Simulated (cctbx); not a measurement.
# Interatomic vectors of EuMgNiS4

Space group I4mm (no. 107), a = 4.4280 Å, b = 4.4280 Å, c = 14.3170 Å, α = 90.00°, β = 90.00°, γ = 90.00°, content Eu2 Ni2 S8 Mg2.

Simulated single-crystal data (cctbx): synchrotron X-rays, λ = 0.7749 Å, to d = 0.77 Å, 95 % of the full sphere, strongest reflection 20000 counts, noise from counting, a 4 % proportional error and a noise floor of 15 counts (s.d.); no absorption.

Patterson synthesis from sharpened amplitudes, origin scaled to 1000:

```text
Patterson group I 4/m m m
      u       v       w   height  length (A)
  0.000   0.000   0.000   1000.0     0.00
  0.000   0.000   0.357    319.5     5.11
  0.000   0.000   0.181    224.9     2.59
  0.000   0.000   0.500    224.0     7.16
  0.000   0.500   0.136    180.7     2.95
  0.000   0.500   0.000     89.1     2.21
  0.000   0.000   0.284     87.9     4.07
  0.000   0.246   0.027     47.6     1.15
  0.095   0.095   0.067     46.3     1.12
  0.000   0.287   0.092     40.4     1.83
  0.189   0.189   0.500     33.1     7.26
  0.000   0.258   0.329     29.4     4.85
  0.253   0.253   0.068     28.0     1.86
  0.117   0.117   0.419     27.8     6.04
```

**Question.** Which atom pairs make the peaks, and where is the heaviest atom?

A peak at u stands for all pairs with xi − xj = u, with weight Σ ZiZj against Σ Z² = 11842 at the origin. Peak heights follow these weights only roughly, since form factors, motion and series ripples differ, all vectors within 0.55 Å of a peak are counted as merged into it though the farther ones add only part of their weight, and F(000) is left out, which lowers the whole map:

| u | v | w | shortest length (Å) | height | 1000 ΣZiZj/ΣZ² | pairs in the cell |
| --- | --- | --- | --- | --- | --- | --- |
| 0.000 | 0.000 | 0.357 | 3.74 | 320 | 398 | 2 × Eu–Ni, 2 × Ni–Mg, 2 × S–S |
| 0.000 | 0.000 | 0.181 | 2.59 | 225 | 354 | 2 × Eu–S, 4 × Ni–S, 2 × S–Mg |
| 0.000 | 0.000 | 0.500 | 3.13 | 224 | 492 | 4 × Eu–S, 4 × S–S, 4 × S–Mg |
| 0.000 | 0.500 | 0.136 | 2.95 | 181 | 246 | 2 × Eu–S, 2 × S–S, 2 × S–Mg |
| 0.000 | 0.500 | 0.000 | 2.21 | 89 | 151 | 4 × Ni–S |
| 0.000 | 0.000 | 0.284 | 4.07 | 88 | 128 | 2 × Eu–Mg |
| 0.000 | 0.246 | 0.027 | 1.16 | 48 | 0 | none within 0.55 Å |
| 0.095 | 0.095 | 0.067 | 1.13 | 46 | 0 | none within 0.55 Å |

The table stops at ten peaks or at a height of 45, below which ripples compete. In the model behind the data Eu, the heaviest element, has 1 independent site: (0, 0, 0.3597), up to an allowed shift of origin. No listed peak is a Eu–Eu vector, so the position follows from the cell content and the cross vectors. The whole model:

```
atom  mult.    x    y       z  Ueq (Å²)
 Eu1      2    0    0  0.3597    0.0063
 Ni1      2    0    0  0.0016    0.0107
  S1      2    0    0  0.1715    0.0106
  S2      2  1/2  1/2  0.3414    0.0102
  S3      4  1/2    0  0.4948    0.0082
 Mg1      2  1/2  1/2  0.1410    0.0116
```

The model was made for the exercise: a known structure type with other elements put in, its volume estimated, not relaxed; displacement parameters are assumed.

[Logs are printed without paths, hosts, clocks, repeated set-up lines and the standing remarks that a program may print on its own settings, such as how far it seeks lower states.]
